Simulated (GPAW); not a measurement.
# Work function of 2H-NbTe2 monolayer at several levels

How far do functional and basis move the work function of 2H-NbTe2 monolayer?

Main program and level: GPAW 26.7.0; GPAW, PAW setups; layer in a repeated cell with vacuum, relaxation of atoms and in-plane cell, in the first sound run; inputs show where later runs differ.

**1. Starting point**

The cell holds 3 atoms: 2 Te and 1 Nb. Its edges and angles: a = 3.901 Å, b = 3.901 Å, c = 17.577 Å, α = 90.0°, β = 90.0°, γ = 120.0°. Vacuum lies along c.

**2. Relaxing the atoms**

Forces are removed first; all later runs use this geometry.

run.py

```python
import json
import numpy as np
from ase import Atoms
from ase.filters import FrechetCellFilter
from ase.optimize import BFGS
from gpaw import GPAW, PW

slab = Atoms(
    ['Te', 'Nb', 'Te'],
    positions=[
        [-0.00000, 2.25216, 7.00000],
        [0.00000, 0.00000, 8.78861],
        [-0.00000, 2.25216, 10.57722]],
    cell=[[3.90086, 0.0, 0.0], [-1.95043, 3.37825, 0.0], [0.0, 0.0, 17.5772]],
    pbc=[True, True, True])

slab.calc = GPAW(mode=PW(600), xc='PBE', kpts={'size': (9, 9, 1), 'gamma': True},
                 occupations={'name': 'fermi-dirac', 'width': 0.05}, nbands='160%',
                 convergence={'density': 1e-05}, maxiter=200,
                 symmetry={'tolerance': 1e-3}, txt='slab.txt')
result = {}
# The in-plane cell is free; stress needs a cell that repeats along all three vectors
path = []
opt = BFGS(FrechetCellFilter(slab, mask=[1, 1, 0, 0, 0, 1]), maxstep=0.2)
opt.attach(lambda: path.append((slab.get_potential_energy(), slab.positions.tolist(), slab.get_forces().tolist())))
result['relaxed'] = bool(opt.run(fmax=0.02, steps=45))
result['path'] = path
result['cell'] = slab.cell.tolist()
print('in-plane lattice', slab.cell.cellpar().round(4)[[0, 1, 5]])
energy = slab.get_potential_energy()
fermi = slab.calc.get_fermi_level()
v = slab.calc.get_electrostatic_potential().mean((0, 1)) - fermi
n = slab.calc.get_pseudo_density().mean((0, 1))
L = slab.cell[2, 2]
z = np.arange(len(v)) * L / len(v)
low, high = slab.positions[:, 2].min(), slab.positions[:, 2].max()
below, above = np.interp([low - 4.8, high + 4.8], z, v)
slopes = [np.interp(x, z, np.gradient(v, z)) for x in (low - 4.8, high + 4.8)]
eps = np.array([[slab.calc.get_eigenvalues(k, s) for k in range(len(slab.calc.get_ibz_k_points()))]
                for s in range(slab.calc.get_number_of_spins())]) - fermi
top, bottom = eps[eps < 0].max(), eps[eps > 0].min()
dipole = slab.get_dipole_moment()[2]
print(f'energy {energy:.4f} eV, Fermi level {fermi:.4f} eV, dipole {dipole:.5f} e A')
print(f'potential 4.8 A off the faces, from the Fermi level: lower {below:.4f} eV, upper {above:.4f} eV')
print(f'slope of the potential there: lower {slopes[0]:.5f}, upper {slopes[1]:.5f} eV/A')
print(f'nearest levels on the mesh: {top:.4f} and {bottom:.4f} eV')
print('magnetic moment', round(slab.get_magnetic_moment(), 3))
result.update(energy=energy, fermi=fermi, dipole=dipole, below=below, above=above, slopes=slopes, edges=[top, bottom],
              z=z.tolist(), v=v.tolist(), n=n.tolist(), positions=slab.positions.tolist(),
              forces=slab.get_forces(apply_constraint=False).tolist(), moments=slab.get_magnetic_moments().tolist())
json.dump(result, open('result.json', 'w'))
```

Command:

```bash
$ OMP_NUM_THREADS=1 OPENBLAS_NUM_THREADS=1 python run.py
```

The program printed:

```text
Step          Energy          fmax
BFGS:    0      -17.881546        1.232349
BFGS:    1      -17.923616        1.077030
BFGS:    2      -18.041018        0.616742
BFGS:    3      -18.050034        0.483647
BFGS:    4      -18.073912        0.179128
BFGS:    5      -18.082394        0.105209
BFGS:    6      -18.083655        0.024576
BFGS:    7      -18.083711        0.004050
in-plane lattice [  3.6813   3.6813 119.9999]
energy -18.0685 eV, Fermi level -0.2483 eV, dipole -0.00026 e A
potential 4.8 A off the faces, from the Fermi level: lower 5.0253 eV, upper 5.0244 eV
slope of the potential there: lower 0.00005, upper 0.00037 eV/A
nearest levels on the mesh: -0.0264 and 0.0339 eV
magnetic moment 0.0
```

The job ended after 2.8 min (1 thread of Intel Xeon Platinum 8488C (Sapphire Rapids), shared host; peak memory 0.31 GiB).

Numbers from this step:

- dipole along the normal: -2.58e-4 e·Å
- levels nearest the Fermi level on the mesh: -0.02640, 0.03390 eV from the Fermi level

Electrostatic potential energy of an electron (without an applied field's), less the Fermi level, planar mean against z:

z (Å), electrostatic potential energy of an electron (without an applied field's), less the Fermi level, planar mean (eV) and a bar from the least value:
```
      0.0        5.0 ##############################
      0.5        5.0 ##############################
      1.0        5.0 ##############################
      1.5        5.0 ##############################
      2.0        5.0 ##############################
      2.5        5.0 ##############################
      3.0        5.0 ##############################
      3.5        5.0 ##############################
      4.0        5.0 ##############################
      4.5        5.0 ##############################
      5.0        4.8 ##############################
      5.5        4.0 #############################
      6.0        0.8 #########################
      6.5       -9.2 ############
      7.0      -18.2 
      7.5       -7.6 ##############
      8.0       -4.0 ##################
      8.5      -12.6 #######
      9.0      -14.0 #####
      9.5       -4.7 #################
     10.0       -6.1 ################
     10.5      -17.4 #
     11.0      -11.4 #########
     11.5       -0.1 #######################
     12.0        3.7 ############################
     12.5        4.7 ##############################
     13.0        4.9 ##############################
     13.5        5.0 ##############################
     14.0        5.0 ##############################
     14.5        5.0 ##############################
     15.0        5.0 ##############################
     15.5        5.0 ##############################
     16.0        5.0 ##############################
     16.5        5.0 ##############################
     17.0        5.0 ##############################
```

Pseudo valence density, planar mean against z:

```tsv
z (Å)	pseudo valence density, planar mean (e/Å³)
0.00	0
0.53	0
0.88	0
1.41	0
1.93	1.8e-6
2.29	5.4e-6
2.81	2.5e-5
3.34	1.1e-4
3.69	2.8e-4
4.22	0.00124
4.75	0.00549
5.10	0.0149
5.62	0.0629
6.15	0.210
6.50	0.271
7.03	0.121
7.56	0.344
7.91	0.324
8.44	0.668
8.96	0.912
9.49	0.360
9.84	0.329
10.37	0.228
10.90	0.201
11.25	0.265
11.78	0.0980
12.30	0.0243
12.66	0.00904
13.18	0.00203
13.71	4.6e-4
14.06	1.7e-4
14.59	3.9e-5
15.12	9.7e-6
15.47	3.9e-6
16.00	0
16.52	0
16.87	0
17.40	0
```

The relaxation lowered the energy of the cell by 0.201 eV (energies extrapolated to zero smearing; the optimiser's log prints free energies). The largest force left on a free atom is 0.0041 eV/Å.

**3. Plane waves, PBE**

With the geometry fixed, the planar mean of the potential gives the vacuum level on each side.

This step: GPAW, PAW setups; slab in vacuum (GPAW 26.7.0).

The cell differs from the one that the last finished run ended in (c 17.577 → 17.683 Å).

run.py: that of step 2 with these lines changed.

```diff
@@ -3,4 +3,2 @@
 from ase import Atoms
-from ase.filters import FrechetCellFilter
-from ase.optimize import BFGS
 from gpaw import GPAW, PW
@@ -10,21 +8,14 @@
     positions=[
-        [-0.00000, 2.25216, 7.00000],
-        [0.00000, 0.00000, 8.78861],
-        [-0.00000, 2.25216, 10.57722]],
-    cell=[[3.90086, 0.0, 0.0], [-1.95043, 3.37825, 0.0], [0.0, 0.0, 17.5772]],
-    pbc=[True, True, True])
+        [-0.00000, 2.12539, 7.00000],
+        [-0.00000, -0.00000, 8.84159],
+        [-0.00000, 2.12539, 10.68319]],
+    cell=[[3.68128, 0.0, 0.0], [-1.84064, 3.18809, 0.0], [0.0, 0.0, 17.6832]],
+    pbc=[True, True, False])
 
-slab.calc = GPAW(mode=PW(600), xc='PBE', kpts={'size': (9, 9, 1), 'gamma': True},
+slab.calc = GPAW(mode=PW(400), xc='PBE', kpts={'size': (9, 9, 1), 'gamma': True},
                  occupations={'name': 'fermi-dirac', 'width': 0.05}, nbands='160%',
                  convergence={'density': 1e-05}, maxiter=200,
+                 poissonsolver={'dipolelayer': 'xy'},
                  symmetry={'tolerance': 1e-3}, txt='slab.txt')
 result = {}
-# The in-plane cell is free; stress needs a cell that repeats along all three vectors
-path = []
-opt = BFGS(FrechetCellFilter(slab, mask=[1, 1, 0, 0, 0, 1]), maxstep=0.2)
-opt.attach(lambda: path.append((slab.get_potential_energy(), slab.positions.tolist(), slab.get_forces().tolist())))
-result['relaxed'] = bool(opt.run(fmax=0.02, steps=45))
-result['path'] = path
-result['cell'] = slab.cell.tolist()
-print('in-plane lattice', slab.cell.cellpar().round(4)[[0, 1, 5]])
 energy = slab.get_potential_energy()
```

The program printed:

```text
energy -18.0328 eV, Fermi level -0.2761 eV, dipole -0.00066 e A
potential 4.8 A off the faces, from the Fermi level: lower 5.0232 eV, upper 5.0257 eV
slope of the potential there: lower -0.00017, upper 0.00017 eV/A
nearest levels on the mesh: -0.0264 and 0.0339 eV
magnetic moment 0.0
```

Elapsed: 14 s, on 1 thread; peak memory 0.19 GiB.

This step gave:

- dipole along the normal: -6.65e-4 e·Å
- levels nearest the Fermi level on the mesh: -0.02635, 0.03385 eV from the Fermi level
- upper work function: 5.026 eV
- lower work function: 5.023 eV

Table of electrostatic potential energy of an electron (without an applied field's), less the Fermi level, planar mean by z:

```tsv
z (Å)	electrostatic potential energy of an electron (without an applied field's), less the Fermi level, planar mean (eV)
0	5.02
1	5.02
2	5.02
3	5.02
4	5.01
5	4.80
6	1.41
7	-18.3
8	-3.66
9	-14.8
10	-5.25
11	-12.9
12	3.51
13	4.93
14	5.02
15	5.03
16	5.03
17	5.03
```

The pseudo valence density, planar mean by z:

z (Å), pseudo valence density, planar mean (e/Å³) and a bar from the least value:
```
     0.00       0.00 
     0.63       0.00 
     1.26       0.00 
     1.89       0.00 
     2.32       0.00 
     2.95       0.00 
     3.58       0.00 
     4.21       0.00 
     4.84       0.01 
     5.47       0.04 #
     6.10       0.17 ######
     6.53       0.28 ##########
     7.16       0.16 ######
     7.79       0.33 ###########
     8.42       0.58 ####################
     9.05       0.87 ##############################
     9.68       0.33 ###########
    10.32       0.29 ##########
    10.95       0.20 #######
    11.37       0.25 #########
    12.00       0.06 ##
    12.63       0.01 
    13.26       0.00 
    13.89       0.00 
    14.53       0.00 
    15.16       0.00 
    15.58       0.00 
    16.21       0.00 
    16.84       0.00 
    17.47       0.00
```

The potential is flat to 1.7e-4 eV/Å where it is read, so the vacuum is wide enough.

**4. Self-consistent run: xc = "vdW-DF2"**

The same geometry under vdW-DF2, to see how far the functional moves the levels against the vacuum (the van der Waals functionals take revPBE setups).

run.py: that of step 3 with these lines changed.

```diff
@@ -14,3 +14,3 @@
 
-slab.calc = GPAW(mode=PW(400), xc='PBE', kpts={'size': (9, 9, 1), 'gamma': True},
+slab.calc = GPAW(mode=PW(400), xc='vdW-DF2', kpts={'size': (9, 9, 1), 'gamma': True},
                  occupations={'name': 'fermi-dirac', 'width': 0.05}, nbands='160%',
```

The program printed:

```text
energy -303.6578 eV, Fermi level -0.4082 eV, dipole -0.00066 e A
potential 4.8 A off the faces, from the Fermi level: lower 5.3233 eV, upper 5.3257 eV
slope of the potential there: lower -0.00065, upper 0.00065 eV/A
nearest levels on the mesh: -0.0349 and 0.0110 eV
magnetic moment 0.0
```

Elapsed: 23 s, on 1 thread; peak memory 0.33 GiB.

Numbers from this step:

* dipole along the normal: -6.63e-4 e·Å
* levels nearest the Fermi level on the mesh: -0.03488, 0.01104 eV from the Fermi level
* upper work function: 5.326 eV
* lower work function: 5.323 eV

Table of electrostatic potential energy of an electron (without an applied field's), less the Fermi level, planar mean by z:

```tsv
z (Å)	electrostatic potential energy of an electron (without an applied field's), less the Fermi level, planar mean (eV)
0.0	5.32
0.5	5.32
1.0	5.32
1.5	5.32
2.0	5.32
2.5	5.32
3.0	5.32
3.5	5.32
4.0	5.30
4.5	5.25
5.0	5.05
5.5	4.28
6.0	1.45
6.5	-7.77
7.0	-18.4
7.5	-9.00
8.0	-3.91
8.5	-11.7
9.0	-15.1
9.5	-5.61
10.0	-5.48
10.5	-16.7
11.0	-13.0
11.5	-0.895
12.0	3.64
12.5	4.88
13.0	5.21
13.5	5.29
14.0	5.32
14.5	5.32
15.0	5.33
15.5	5.33
16.0	5.33
16.5	5.33
17.0	5.33
17.5	5.33
```

The pseudo valence density, planar mean by z:

```tsv
z (Å)	pseudo valence density, planar mean (e/Å³)
0.00	0
0.63	0
1.26	1.8e-6
1.89	4.0e-6
2.32	1.0e-5
2.95	4.6e-5
3.58	2.4e-4
4.21	0.00132
4.84	0.00706
5.47	0.0376
6.10	0.173
6.53	0.275
7.16	0.159
7.79	0.328
8.42	0.578
9.05	0.868
9.68	0.326
10.32	0.293
10.95	0.199
11.37	0.247
12.00	0.0644
12.63	0.0123
13.26	0.00230
13.89	4.2e-4
14.53	7.8e-5
15.16	1.7e-5
15.58	7.2e-6
16.21	1.5e-6
16.84	0
17.47	0
```

Force by atom:

```tsv
atom	x (eV/Å)	y (eV/Å)	z (eV/Å)	size
Te1	0.000	0.000	-0.795	0.795
Nb2	0.000	0.000	0.000	0.000
Te3	0.000	0.000	0.795	0.795
```

The upper face's work function is 5.326 eV, against 5.026 eV in the first plane-wave PBE run at this geometry.

**5. Self-consistent run: xc = "LDA"**

The same geometry under LDA, to see how far the functional moves the levels against the vacuum.

run.py: that of step 4 with these lines changed.

```diff
@@ -14,3 +14,3 @@
 
-slab.calc = GPAW(mode=PW(400), xc='vdW-DF2', kpts={'size': (9, 9, 1), 'gamma': True},
+slab.calc = GPAW(mode=PW(400), xc='LDA', kpts={'size': (9, 9, 1), 'gamma': True},
                  occupations={'name': 'fermi-dirac', 'width': 0.05}, nbands='160%',
```

The program printed:

```text
energy -20.2429 eV, Fermi level -0.5631 eV, dipole -0.00067 e A
potential 4.8 A off the faces, from the Fermi level: lower 5.2983 eV, upper 5.3008 eV
slope of the potential there: lower -0.00012, upper 0.00012 eV/A
nearest levels on the mesh: -0.0246 and 0.0287 eV
magnetic moment 0.0
```

Run time: 13 s. Hardware: 1 thread; peak memory 0.18 GiB.

Numbers from this step:

| Property | Result |
| --- | --- |
| dipole along the normal | -6.74e-4 e·Å |
| levels nearest the Fermi level on the mesh | -0.02461, 0.02866 eV from the Fermi level |
| upper work function | 5.301 eV |
| lower work function | 5.298 eV |

The upper face's work function is 5.301 eV, against 5.026 eV in the first plane-wave PBE run at this geometry.

**6. Self-consistent run: xc = "revPBE"**

The same geometry under revPBE, to see how far the functional moves the levels against the vacuum.

run.py: that of step 5 with these lines changed.

```diff
@@ -14,3 +14,3 @@
 
-slab.calc = GPAW(mode=PW(400), xc='LDA', kpts={'size': (9, 9, 1), 'gamma': True},
+slab.calc = GPAW(mode=PW(400), xc='revPBE', kpts={'size': (9, 9, 1), 'gamma': True},
                  occupations={'name': 'fermi-dirac', 'width': 0.05}, nbands='160%',
```

The program printed:

```text
energy -17.0796 eV, Fermi level -0.1863 eV, dipole -0.00066 e A
potential 4.8 A off the faces, from the Fermi level: lower 4.9212 eV, upper 4.9237 eV
slope of the potential there: lower -0.00019, upper 0.00019 eV/A
nearest levels on the mesh: -0.0264 and 0.0355 eV
magnetic moment 0.0
```

Wall time 14 s (1 thread); peak memory 0.19 GiB.

This step gave:

```
dipole along the normal                    : -6.63e-4 e·Å
levels nearest the Fermi level on the mesh : -0.02641, 0.03550 eV from the Fermi level
upper work function                        : 4.924 eV
lower work function                        : 4.921 eV
```

The electrostatic potential energy of an electron (without an applied field's), less the Fermi level, planar mean by z:

```tsv
z (Å)	electrostatic potential energy of an electron (without an applied field's), less the Fermi level, planar mean (eV)
0.0	4.92
0.5	4.92
1.0	4.92
1.5	4.92
2.0	4.92
2.5	4.92
3.0	4.92
3.5	4.92
4.0	4.91
4.5	4.87
5.0	4.70
5.5	4.02
6.0	1.32
6.5	-7.79
7.0	-18.3
7.5	-8.86
8.0	-3.73
8.5	-11.5
9.0	-14.9
9.5	-5.42
10.0	-5.32
10.5	-16.6
11.0	-13.0
11.5	-0.981
12.0	3.43
12.5	4.56
13.0	4.83
13.5	4.90
14.0	4.92
14.5	4.92
15.0	4.92
15.5	4.92
16.0	4.92
16.5	4.92
17.0	4.92
17.5	4.92
```

The upper face's work function is 4.924 eV, against 5.026 eV in the first plane-wave PBE run at this geometry.

**7. OptPBE vdW: xc = "optPBE-vdW"**

The same geometry under optPBE-vdW, to see how far the functional moves the levels against the vacuum (the van der Waals functionals take revPBE setups).

run.py: that of step 6 with these lines changed.

```diff
@@ -14,3 +14,3 @@
 
-slab.calc = GPAW(mode=PW(400), xc='revPBE', kpts={'size': (9, 9, 1), 'gamma': True},
+slab.calc = GPAW(mode=PW(400), xc='optPBE-vdW', kpts={'size': (9, 9, 1), 'gamma': True},
                  occupations={'name': 'fermi-dirac', 'width': 0.05}, nbands='160%',
```

The program printed:

```text
energy -61.4929 eV, Fermi level -0.4025 eV, dipole -0.00066 e A
potential 4.8 A off the faces, from the Fermi level: lower 5.2248 eV, upper 5.2272 eV
slope of the potential there: lower -0.00029, upper 0.00029 eV/A
nearest levels on the mesh: -0.0298 and 0.0257 eV
magnetic moment 0.0
```

Elapsed: 22 s, on 1 thread; peak memory 0.33 GiB.

Numbers from this step:

* levels nearest the Fermi level on the mesh: -0.02977, 0.02573 eV from the Fermi level
* upper work function: 5.227 eV
* lower work function: 5.225 eV

The electrostatic potential energy of an electron (without an applied field's), less the Fermi level, planar mean by z:

```tsv
z (Å)	electrostatic potential energy of an electron (without an applied field's), less the Fermi level, planar mean (eV)
0.0	5.23
0.5	5.22
1.0	5.22
1.5	5.22
2.0	5.22
2.5	5.22
3.0	5.22
3.5	5.22
4.0	5.21
4.5	5.16
5.0	4.96
5.5	4.24
6.0	1.48
6.5	-7.68
7.0	-18.3
7.5	-8.81
8.0	-3.69
8.5	-11.5
9.0	-14.8
9.5	-5.38
10.0	-5.28
10.5	-16.5
11.0	-12.9
11.5	-0.848
12.0	3.62
12.5	4.80
13.0	5.11
13.5	5.20
14.0	5.22
14.5	5.23
15.0	5.23
15.5	5.23
16.0	5.23
16.5	5.23
17.0	5.23
17.5	5.23
```

The upper face's work function is 5.227 eV, against 5.026 eV in the first plane-wave PBE run at this geometry.

**8. Self-consistent run: xc = "RPBE"**

The same geometry under RPBE, to see how far the functional moves the levels against the vacuum.

run.py: that of step 7 with these lines changed.

```diff
@@ -14,3 +14,3 @@
 
-slab.calc = GPAW(mode=PW(400), xc='optPBE-vdW', kpts={'size': (9, 9, 1), 'gamma': True},
+slab.calc = GPAW(mode=PW(400), xc='RPBE', kpts={'size': (9, 9, 1), 'gamma': True},
                  occupations={'name': 'fermi-dirac', 'width': 0.05}, nbands='160%',
```

The program printed:

```text
energy -16.8999 eV, Fermi level -0.1732 eV, dipole -0.00066 e A
potential 4.8 A off the faces, from the Fermi level: lower 4.9173 eV, upper 4.9197 eV
slope of the potential there: lower -0.00020, upper 0.00020 eV/A
nearest levels on the mesh: -0.0263 and 0.0363 eV
magnetic moment 0.0
```

Elapsed: 14 s, on 1 thread; peak memory 0.19 GiB.

This step gave:

```yaml
dipole_along_the_normal: -6.62e-4 e·Å
levels_nearest_the_fermi_level_on_the_mesh: -0.02627, 0.03632 eV from the Fermi level
upper_work_function: 4.920 eV
lower_work_function: 4.917 eV
```

The electrostatic potential energy of an electron (without an applied field's), less the Fermi level, planar mean by z:

z (Å), electrostatic potential energy of an electron (without an applied field's), less the Fermi level, planar mean (eV) and a bar from the least value:
```
        0        4.9 ##############################
        1        4.9 ##############################
        2        4.9 ##############################
        3        4.9 ##############################
        4        4.9 ##############################
        5        4.7 ##############################
        6        1.3 #########################
        7      -18.4 
        8       -3.8 ###################
        9      -14.9 ####
       10       -5.3 #################
       11      -13.0 #######
       12        3.4 ############################
       13        4.8 ##############################
       14        4.9 ##############################
       15        4.9 ##############################
       16        4.9 ##############################
       17        4.9 ##############################
```

The upper face's work function is 4.920 eV, against 5.026 eV in the first plane-wave PBE run at this geometry.

(Part 1 of 2 ends here.)

[Logs are printed without paths, hosts, clocks, repeated set-up lines and the standing remarks that a program may print on its own settings, such as how far it seeks lower states.]

[Hosts, paths, dates, database ids (printed as entryN), source tags and the programs' standing remarks are cut or masked in the printed files.]
